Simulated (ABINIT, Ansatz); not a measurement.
**KRb2ScF6 (Fm-3m): one start, several treatments of the self-energy**

Wanted: the gap of KRb2ScF6 (Fm-3m) under several approximations, with cost.

Method: LDA and many-body steps on it, plane waves, in ABINIT 10.8.3.

## 1. Set-up

It takes space group Fm-3m (No. 225, cubic). Conventional cell: a = 9.019 Å, b = 9.019 Å, c = 9.019 Å, α = 90.00°, β = 90.00°, γ = 90.00°. Nearest to K lie 6 F at 2.53 Å. Rb has 12 F at 3.20 Å nearest. Nearest to Sc lie 6 F at 1.98 Å. Nearest to F lie 1 Sc at 1.98 Å and 1 K at 2.53 Å and 4 Rb at 3.20 Å. Farther neighbours and most contacts between anions are not listed.

The cell and positions come from the Crystallography Open Database and are kept as given unless a step says otherwise.

## 2. Empty states on the mesh, 2×2×2 mesh, 456 bands

This step: ABINIT 10.8.3; DFT, LDA, plane waves, norm-conserving pseudopotentials.

The sums over transitions need many empty states on a uniform mesh; this step solves for them.

Contents of run.abi:

```
acell 3*1.0 Angstrom
rprim 
  0.000000000000 4.509500000000 4.509500000000
  4.509500000000 0.000000000000 4.509500000000
  4.509500000000 4.509500000000 0.000000000000
ntypat 4
znucl 19 37 21 9
natom 10
typat 1 2 2 3 4 4 4 4 4 4
xred 
  0.500000000000 0.500000000000 0.500000000000
  0.250000000000 0.250000000000 0.250000000000
  0.750000000000 0.750000000000 0.750000000000
  0.000000000000 -0.000000000000 0.000000000000
  0.780000000000 0.220000000000 0.220000000000
  0.220000000000 0.780000000000 0.220000000000
  0.220000000000 0.780000000000 0.780000000000
  0.780000000000 0.220000000000 0.780000000000
  0.220000000000 0.220000000000 0.780000000000
  0.780000000000 0.780000000000 0.220000000000
pp_dirpath "pseudos"
pseudos "K.upf, Rb.upf, Sc.upf, F.upf"
ecut 36
ngkpt 2 2 2
nshiftk 1
shiftk 0 0 0
kptopt 1
chksymbreak 0
iscf -2
irdden 1
istwfk *1
nband 456
nbdbuf 40
tolwfr 1e-09
nstep 60
prtvol 0
indata_prefix "in"
outdata_prefix "out"
tmpdata_prefix "tmp"
```

Command:

```sh
$ OMP_NUM_THREADS=2 mpirun -n 3 abinit run.abi > log
```

Numbers of over 12 decimals in the logs are rounded to 6 here.

Log:

```text
.Version 10.8.3 of ABINIT. v10.8.2 released Aug 2026.

 Symmetries : space group Fm -3 m (#225); Bravais cF (face-center cubic)
[... echo of the input left out ...]
== DATASET  1 ==================================================================
-   mpi_nproc: 3, omp_nthreads: 2 (-1 if OMP is not activated)

--- !DatasetInfo
iteration_state: {dtset: 1, }
dimensions: {natom: 10, nkpt: 3, mband: 456, nsppol: 1, nspinor: 1, nspden: 1, mpw: 12776, }
cutoff_energies: {ecut:  36.0, pawecutdg:  -1.0, }
[...]
3.47168    3.47171    3.47199    3.48068    3.48072    3.48109    3.48653    3.48671
   3.48772    3.49744    3.49763    3.50222    3.51664    3.51732    3.54634    3.55784
 prteigrs : prtvol=0 or 1, do not print more k-points.

== END DATASET(S) ==============================================================
================================================================================

 -outvars: echo values of variables after computation  --------
            nband         456
             nkpt           3
          spgroup         225
 [... the other variables as echoed above ...]

 Calculation completed.
```

Elapsed: 5.6 min, on 3 MPI ranks of Intel Xeon 6975P-C (Granite Rapids), shared host; peak memory 0.7 GiB.

This step gave:

```
gap                                                           : 6.248 eV
k of the valence top                                          : 0, 0, 0
k of the conduction bottom                                    : 0, 0, 0
least direct gap                                              : 6.248 eV
k points computed                                             : 3
lowest point of the top converged band, above the valence top : 89.9687 eV
```

On this mesh the gap is 6.248 eV.

The density comes from a self-consistent run that is not shown.

## 3. Screening, 2×2×2 mesh, 193 bands, screening to 141.5 eV

The RPA dielectric matrix is built and inverted for each q.

This step: RPA screening on LDA, plane waves, norm-conserving pseudopotentials.

Changes to run.abi since step 2:

```diff
@@ -28,10 +28,11 @@
 chksymbreak 0
-iscf -2
-irdden 1
 istwfk *1
-nband 456
-nbdbuf 40
-tolwfr 1e-09
-nstep 60
-prtvol 0
+occopt 1
+irdwfk 1
+optdriver 3
+nband 193
+ecuteps 5.2
+inclvkb 2
+awtr 1
+symchi 1
 indata_prefix "in"
```

Command:

```sh
$ OMP_NUM_THREADS=1 mpirun -n 8 abinit run.abi > log
```

Log:

```text
.Version 10.8.3 of ABINIT. v10.8.2 released Aug 2026.

 Symmetries : space group Fm -3 m (#225); Bravais cF (face-center cubic)
[... echo of the input left out ...]
== DATASET  1 ==================================================================
-   mpi_nproc: 8, omp_nthreads: 1 (-1 if OMP is not activated)

--- !DatasetInfo
iteration_state: {dtset: 1, }
dimensions: {natom: 10, nkpt: 3, mband: 193, nsppol: 1, nspinor: 1, nspden: 1, mpw: 12776, }
cutoff_energies: {ecut:  36.0, pawecutdg:  -1.0, }
electrons: {nelect:   8.00000000E+01, charge:   0.00000000E+00, occopt:   1.00000000E+00, tsmear:   1.00000000E-02, }

 SCREENING: Calculation of the susceptibility and dielectric matrices

 Based on a program developped by R.W. Godby, V. Olevano, G. Onida, and L. Reining.
 Incorporated in ABINIT by V. Olevano, G.-M. Rignanese, and M. Torrent.
.Using double precision arithmetic ; gwpc =  8

[... cell and pseudopotentials left out ...]
--------------------------------------------------------------------------------

 ==== K-mesh for the wavefunctions ====
 Number of points in the irreducible wedge :     3
[... list of points left out ...]
 Together with 48 symmetry operations and time-reversal symmetry
 yields     8 points in the full Brillouin Zone.

 ==== Q-mesh for the screening function ====
 Number of points in the irreducible wedge :     3
[... list of points left out ...]
 Together with 48 symmetry operations and time-reversal symmetry
 yields     8 points in the full Brillouin Zone.

 setmesh: FFT mesh size selected  =    45x   45x   45
          total number of points  =        91125

 vcoul_init : cutoff-mode = AUXILIARY_FUNCTION
 q-points for optical limit:   1
     1)      0.000010    0.000020    0.000030

- screening: taking advantage of time-reversal symmetry
- Maximum band index for partially occupied states nbvw = 40
- Remaining bands to be divided among processors   nbcw = 153
- Number of bands treated by each node ~19

 Number of electrons calculated from density =   80.0000; Expected =   80.0000
 average of density, n =  0.064637
 r_s =    1.5458
 omega_plasma =   24.5242 [eV]

 calculating chi0 at frequencies [eV] :
  1    0.000000E+00    0.000000E+00
  2    0.000000E+00    2.452419E+01

--------------------------------------------------------------------------------
  q-point number  1        q = ( 0.000000, 0.000000, 0.000000) [r.l.u.]
--------------------------------------------------------------------------------
[... chi0 elements left out ...]
 For q-point:  0.000010 0.000020 0.000030
  dielectric constant =   2.0758
  dielectric constant without local fields =   2.3067

  Average fulfillment of the sum rule on Im[epsilon] for q-point    1 :     49.83  [%]
[... wings left out ...]
  q-point number  2        q = ( 0.500000, 0.000000, 0.000000) [r.l.u.]
--------------------------------------------------------------------------------
[... chi0 elements left out ...]
  Average fulfillment of the sum rule on Im[epsilon] for q-point    2 :     54.57  [%]

 [... 1 further q-points ...]
```

Wall time 56 s (8 MPI ranks); peak memory 4.4 GiB; 7.4 min of CPU time.

Numbers from this step:

| Property | Result |
| --- | --- |
| ε∞ with local fields, on this mesh, along the program's q direction | 2.076 |
| the same without local fields | 2.307 |
| plasma frequency | 24.52 eV |
| plane waves in the screening matrix | 725 |

Local fields lower ε∞ by 10 %. On a Γ-centred mesh this coarse the value itself is usually too large, while a short band sum pulls it down.

## 4. G0W0, Godby-Needs plasmon pole

The self-energy is evaluated for the states that the input lists, and the levels follow from it, in one-shot runs by the linearised quasiparticle equation.

This step: G0W0 on LDA, plane waves, norm-conserving pseudopotentials.

Changes to run.abi since step 3:

```diff
@@ -31,8 +31,15 @@
 irdwfk 1
-optdriver 3
+optdriver 4
 nband 193
+gwcalctyp 0
+ecutsigx 36
+symsigma 1
+nkptgw 1
+kptgw 
+  0.0000000000 0.0000000000 0.0000000000
+bdgw 
+  38 44
 ecuteps 5.2
-inclvkb 2
-awtr 1
-symchi 1
+irdscr 1
+ppmodel 1
 indata_prefix "in"
```

Log:

```text
.Version 10.8.3 of ABINIT. v10.8.2 released Aug 2026.

 Symmetries : space group Fm -3 m (#225); Bravais cF (face-center cubic)
[... echo of the input left out ...]
== DATASET  1 ==================================================================
-   mpi_nproc: 8, omp_nthreads: 1 (-1 if OMP is not activated)

--- !DatasetInfo
iteration_state: {dtset: 1, }
dimensions: {natom: 10, nkpt: 3, mband: 193, nsppol: 1, nspinor: 1, nspden: 1, mpw: 12776, }
cutoff_energies: {ecut:  36.0, pawecutdg:  -1.0, }
electrons: {nelect:   8.00000000E+01, charge:   0.00000000E+00, occopt:   1.00000000E+00, tsmear:   1.00000000E-02, }

 SIGMA: Calculation of the GW corrections

 Based on a program developped by R.W. Godby, V. Olevano, G. Onida, and L. Reining.
 Incorporated in ABINIT by V. Olevano, G.-M. Rignanese, and M. Torrent.
.Using double precision arithmetic ; gwpc =  8

[... cell and pseudopotentials left out ...]
--------------------------------------------------------------------------------

 ==== K-mesh for the wavefunctions ====
 Number of points in the irreducible wedge :     3
[... list of points left out ...]
 Together with 48 symmetry operations and time-reversal symmetry
 yields     8 points in the full Brillouin Zone.

 ==== Q-mesh for screening function ====
 Number of points in the irreducible wedge :     3
[... list of points left out ...]
 Together with 48 symmetry operations and time-reversal symmetry
 yields     8 points in the full Brillouin Zone.

 vcoul_init : cutoff-mode = AUXILIARY_FUNCTION
 q-points for optical limit:   1
     1)      0.000010    0.000020    0.000030
 setmesh: FFT mesh size selected  =    72x   72x   72
          total number of points  =       373248

 Number of electrons calculated from density =   80.0000; Expected =   80.0000
 average of density, n =  0.064637
 r_s =    1.5458
 omega_plasma =   24.5242 [eV]

 === KS Band Gaps ===
  >>>> For spin  1
   Minimum direct gap =   6.2485 [eV], located at k-point      :   0.0000  0.0000  0.0000
   Fundamental gap    =   6.2485 [eV], Top of valence bands at :   0.0000  0.0000  0.0000
                                       Bottom of conduction at :   0.0000  0.0000  0.0000
 SIGMA fundamental parameters:
 PLASMON POLE MODEL  1
 number of plane-waves for SigmaX                12675
 number of plane-waves for SigmaC and W            725
 number of plane-waves for wavefunctions         12675
 number of bands                                   193
 number of independent spin polarizations            1
 number of spinorial components                      1
 number of k-points in IBZ                           3
 number of q-points in IBZ                           3
 number of symmetry operations                      48
 number of k-points in BZ                            8
 number of q-points in BZ                            8
 number of frequencies for dSigma/dE                 9
 frequency step for dSigma/dE [eV]                0.25
 number of omega for Sigma on real axis              0
 max omega for Sigma on real axis  [eV]           0.00
 zcut for avoiding poles [eV]                     0.10

 EPSILON^-1 parameters (SCR file):
 dimension of the eps^-1 matrix on file            725
 dimension of the eps^-1 matrix used               725
 number of plane-waves for wavefunctions         12675
 number of bands                                   193
 number of q-points in IBZ                           3
 number of frequencies                               2
 number of real frequencies                          1
 number of imag frequencies                          1

 matrix elements of self-energy operator (all in [eV])

 Perturbative Calculation

--- !SelfEnergy_ee
iteration_state: {dtset: 1, }
kpoint     : [   0.000,    0.000,    0.000, ]
spin       : 1
KS_gap     :    6.248
QP_gap     :    9.826
Delta_QP_KS:    3.578
data: !SigmaeeData |
     Band     E0 <VxcDFT>   SigX SigC(E0)      Z dSigC/dE  Sig(E)    E-E0       E
       38  -1.466 -22.167 -29.504   5.243   0.801  -0.248 -23.844  -1.677  -3.144
       39  -1.466 -22.167 -29.504   5.243   0.801  -0.248 -23.844  -1.677  -3.144
       40  -1.466 -22.167 -29.504   5.243   0.801  -0.248 -23.844  -1.677  -3.144
       41   4.782  -8.792  -4.068  -2.603   0.897  -0.115  -6.891   1.901   6.683
       42   6.042 -17.944  -9.843  -3.643   0.835  -0.197 -14.220   3.724   9.767
       43   6.042 -17.944  -9.843  -3.643   0.835  -0.197 -14.220   3.724   9.767
       44   6.042 -17.944  -9.843  -3.643   0.835  -0.197 -14.220   3.724   9.767

== END DATASET(S) ==============================================================
================================================================================

 -outvars: echo values of variables after computation  --------
           etotal      0.0000000000E+00
            nband         193
             nkpt           3
          spgroup         225
 [... the other variables as echoed above ...]

 Calculation completed.
```

Wall time 16 s (8 MPI ranks); peak memory 3.3 GiB.

This step gave:

```
G0W0 gap on the points computed              : 9.827 eV
starting gap on the mesh                     : 6.248 eV
k of the valence top                         : 0, 0, 0
k of the conduction bottom                   : 0, 0, 0
Z at the valence top                         : 0.801
Z at the conduction bottom                   : 0.897
least direct G0W0 gap on the computed points : 9.827 eV
```

The gap on the mesh goes from 6.25 eV to 9.83 eV, a correction of +3.58 eV.

## 5. G0W0, von der Linden-Horsch plasmon pole

Changes to run.abi since step 4:

```diff
@@ -43,3 +43,3 @@
 irdscr 1
-ppmodel 1
+ppmodel 3
 indata_prefix "in"
```

Log:

```text
.Version 10.8.3 of ABINIT. v10.8.2 released Aug 2026.

 Symmetries : space group Fm -3 m (#225); Bravais cF (face-center cubic)
[... echo of the input left out ...]
== DATASET  1 ==================================================================
-   mpi_nproc: 8, omp_nthreads: 1 (-1 if OMP is not activated)

--- !DatasetInfo
iteration_state: {dtset: 1, }
dimensions: {natom: 10, nkpt: 3, mband: 193, nsppol: 1, nspinor: 1, nspden: 1, mpw: 12776, }
cutoff_energies: {ecut:  36.0, pawecutdg:  -1.0, }
electrons: {nelect:   8.00000000E+01, charge:   0.00000000E+00, occopt:   1.00000000E+00, tsmear:   1.00000000E-02, }

 SIGMA: Calculation of the GW corrections

 Based on a program developped by R.W. Godby, V. Olevano, G. Onida, and L. Reining.
 Incorporated in ABINIT by V. Olevano, G.-M. Rignanese, and M. Torrent.
.Using double precision arithmetic ; gwpc =  8

[... cell and pseudopotentials left out ...]
--------------------------------------------------------------------------------

 ==== K-mesh for the wavefunctions ====
 Number of points in the irreducible wedge :     3
[... list of points left out ...]
 Together with 48 symmetry operations and time-reversal symmetry
 yields     8 points in the full Brillouin Zone.

 ==== Q-mesh for screening function ====
 Number of points in the irreducible wedge :     3
[... list of points left out ...]
 Together with 48 symmetry operations and time-reversal symmetry
 yields     8 points in the full Brillouin Zone.

 vcoul_init : cutoff-mode = AUXILIARY_FUNCTION
 q-points for optical limit:   1
     1)      0.000010    0.000020    0.000030
 setmesh: FFT mesh size selected  =    72x   72x   72
          total number of points  =       373248

 Number of electrons calculated from density =   80.0000; Expected =   80.0000
[...]
number of q-points in BZ                            8
 number of frequencies for dSigma/dE                 9
 frequency step for dSigma/dE [eV]                0.25
 number of omega for Sigma on real axis              0
 max omega for Sigma on real axis  [eV]           0.00
 zcut for avoiding poles [eV]                     0.10

 EPSILON^-1 parameters (SCR file):
 dimension of the eps^-1 matrix on file            725
 dimension of the eps^-1 matrix used               725
 number of plane-waves for wavefunctions         12675
 number of bands                                   193
 number of q-points in IBZ                           3
 number of frequencies                               2
 number of real frequencies                          1
 number of imag frequencies                          1

 matrix elements of self-energy operator (all in [eV])

 Perturbative Calculation

--- !SelfEnergy_ee
iteration_state: {dtset: 1, }
kpoint     : [   0.000,    0.000,    0.000, ]
spin       : 1
KS_gap     :    6.248
QP_gap     :    9.996
Delta_QP_KS:    3.748
data: !SigmaeeData |
     Band     E0 <VxcDFT>   SigX SigC(E0)      Z dSigC/dE  Sig(E)    E-E0       E
       38  -1.466 -22.167 -29.504   5.142   0.892  -0.121 -24.125  -1.958  -3.424
       39  -1.466 -22.167 -29.504   5.142   0.892  -0.121 -24.125  -1.958  -3.424
       40  -1.466 -22.167 -29.504   5.142   0.892  -0.121 -24.125  -1.958  -3.424
       41   4.782  -8.792  -4.068  -2.825   0.943  -0.061  -7.002   1.790   6.572
       42   6.042 -17.944  -9.843  -3.659   0.908  -0.101 -13.910   4.034  10.076
       43   6.042 -17.944  -9.843  -3.659   0.908  -0.101 -13.910   4.034  10.076
       44   6.042 -17.944  -9.843  -3.659   0.908  -0.101 -13.910   4.034  10.076

== END DATASET(S) ==============================================================
================================================================================

 -outvars: echo values of variables after computation  --------
           etotal      0.0000000000E+00
            nband         193
             nkpt           3
          spgroup         225
 [... the other variables as echoed above ...]

 Calculation completed.
```

Wall time 15 s (8 MPI ranks); peak memory 3.2 GiB.

This step gave:

```yaml
g0w0_gap_on_the_points_computed: 9.996 eV
starting_gap_on_the_mesh: 6.248 eV
k_of_the_valence_top: 0, 0, 0
k_of_the_conduction_bottom: 0, 0, 0
z_at_the_valence_top: 0.892
z_at_the_conduction_bottom: 0.943
least_direct_g0w0_gap_on_the_computed_points: 9.996 eV
```

Against G0W0 in ABINIT (2×2×2 mesh, 193 bands, screening to 141.5 eV, Godby-Needs plasmon pole), the gap moves by +0.169 eV.

## 6. G0W0, Engel-Farid plasmon pole

Changes to run.abi since step 5:

```diff
@@ -43,3 +43,3 @@
 irdscr 1
-ppmodel 3
+ppmodel 4
 indata_prefix "in"
```

Log:

```text
.Version 10.8.3 of ABINIT. v10.8.2 released Aug 2026.

 Symmetries : space group Fm -3 m (#225); Bravais cF (face-center cubic)
[... echo of the input left out ...]
== DATASET  1 ==================================================================
-   mpi_nproc: 8, omp_nthreads: 1 (-1 if OMP is not activated)

--- !DatasetInfo
iteration_state: {dtset: 1, }
dimensions: {natom: 10, nkpt: 3, mband: 193, nsppol: 1, nspinor: 1, nspden: 1, mpw: 12776, }
cutoff_energies: {ecut:  36.0, pawecutdg:  -1.0, }
[...]
42   6.042 -17.944  -9.843  -3.572   0.862  -0.161 -14.042   3.902   9.944
       43   6.042 -17.944  -9.843  -3.572   0.862  -0.161 -14.042   3.902   9.944
       44   6.042 -17.944  -9.843  -3.572   0.862  -0.161 -14.042   3.902   9.944

== END DATASET(S) ==============================================================
================================================================================

 -outvars: echo values of variables after computation  --------
           etotal      0.0000000000E+00
            nband         193
             nkpt           3
          spgroup         225
 [... the other variables as echoed above ...]

 Calculation completed.
```

Elapsed: 13 s, on 8 MPI ranks; peak memory 3.3 GiB.

Numbers from this step:

```
G0W0 gap on the points computed              : 9.82 eV
starting gap on the mesh                     : 6.248 eV
k of the valence top                         : 0, 0, 0
k of the conduction bottom                   : 0, 0, 0
least direct G0W0 gap on the computed points : 9.82 eV
```

Against G0W0 in ABINIT (2×2×2 mesh, 193 bands, screening to 141.5 eV, Godby-Needs plasmon pole), the gap moves by −0.007 eV.

(Continued in part 2 of 2.)

[Paths, hosts, dates, memory and timing lines, banners, echoed tables and standing remarks are left out of the program output.]

[Logs are printed without paths, hosts, clocks, repeated set-up lines and the standing remarks that a program may print on its own settings, such as how far it seeks lower states.]

[Runs of the session that timed out or met a known fault of the program may be left out.]

[Hosts, paths, dates, database ids (printed as entryN), source tags and the programs' standing remarks are cut or masked in the printed files.]

[G0W0 gaps are taken among the corrected bands and points alone; a level outside them can change the order at an edge.]

[Where Ansatz stands beside ABINIT at settings called matched, ABINIT's density can come from a denser mesh and the files from another edition; pairs whose starting gaps differed by over 0.03 eV were left out, so agreement reads better than it is.]
